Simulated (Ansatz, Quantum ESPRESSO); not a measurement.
# Predicting the next point of a tunnelling series: vacuum gaps between two Cu(111) faces

Method. Quantum ESPRESSO 7.5 (pw.x, pwcond.x), PBE, PseudoDojo norm-conserving; geometry as built. T is the transmission per spin at the Fermi level, averaged over the mesh across the current, in a cell of 5.74 Å². The series steps the width of the vacuum gap.

```tsv
width (Å)	T
4.5	0.0858
5.5	0.0136
6.5	0.0019
```

**Question.** What is T at 7.5 Å?

**Fit.** In the tunnelling regime ln T falls linearly. The last two rows give a slope of ln(0.0136/0.0019)/(6.5 − 5.5) = 1.968 per Å, so T(7.5) ≈ 0.0019 × exp(−1.968 × 1) = 0.000265.

**Check.** T = 0.000235; the estimate is 1.13 times that. The slope over the last interval is 2.086: the same within 8 %. Points of the mesh with over 2.5 times the mean carry 82 % of this T, so the value leans on the mesh. A second code, Ansatz 0.2.0, gives 0.000231.

Caveats: Short leads, unrelaxed atoms, a barrier without the image potential and an untested mesh.

[Logs are printed without paths, hosts, clocks, repeated set-up lines and the standing remarks that a program may print on its own settings, such as how far it seeks lower states.]
